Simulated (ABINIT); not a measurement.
Planning a run of ABINIT 10.8.3 on KF (Carobbiite). The input:

```
acell 3*1.0 Angstrom
rprim 
  -0.000000000000 2.671850000000 2.671850000000
  2.671850000000 -0.000000000000 2.671850000000
  2.671850000000 2.671850000000 0.000000000000
ntypat 2
znucl 19 9
natom 2
typat 1 2
xred 
  0.000000000000 0.000000000000 0.000000000000
  0.500000000000 0.500000000000 0.500000000000
pp_dirpath "pseudos"
pseudos "K.upf, F.upf"
ecut 36
ngkpt 4 4 4
nshiftk 1
shiftk 0 0 0
kptopt 1
chksymbreak 0
istwfk *1
occopt 1
irdwfk 1
optdriver 4
nband 29
gwcalctyp 27
ecutsigx 36
symsigma 0
nkptgw 8
kptgw 
  0.0000000000 0.0000000000 0.0000000000
  0.2500000000 0.0000000000 0.0000000000
  0.5000000000 0.0000000000 0.0000000000
  0.2500000000 0.2500000000 0.0000000000
  0.5000000000 0.2500000000 0.0000000000
  -0.2500000000 0.2500000000 0.0000000000
  0.5000000000 0.5000000000 0.0000000000
  -0.2500000000 0.5000000000 0.2500000000
bdgw 
  1 14
  1 14
  1 14
  1 14
  1 14
  1 14
  1 14
  1 14
ecuteps 3.2
irdscr 1
irdqps 1
rhoqpmix 0.3
indata_prefix "in"
outdata_prefix "out"
tmpdata_prefix "tmp"
```

```sh
OMP_NUM_THREADS=1 mpirun -n 4 abinit run.abi > log
```

How long will it take on 4 MPI ranks of Arm Neoverse V1, shared host, and how much memory?

It took 20 s; on shared hardware allow 10 s to 41 s. Peak host memory was 1 GiB.

[Paths, hosts, dates, memory and timing lines, banners, echoed tables and standing remarks are left out of the program output.]

[Logs are printed without paths, hosts, clocks, repeated set-up lines and the standing remarks that a program may print on its own settings, such as how far it seeks lower states.]

[Runs of the session that timed out or met a known fault of the program may be left out.]

[Hosts, paths, dates, database ids (printed as entryN), source tags and the programs' standing remarks are cut or masked in the printed files.]

[G0W0 gaps are taken among the corrected bands and points alone; a level outside them can change the order at an edge.]

[Where Ansatz stands beside ABINIT at settings called matched, ABINIT's density can come from a denser mesh and the files from another edition; pairs whose starting gaps differed by over 0.03 eV were left out, so agreement reads better than it is.]
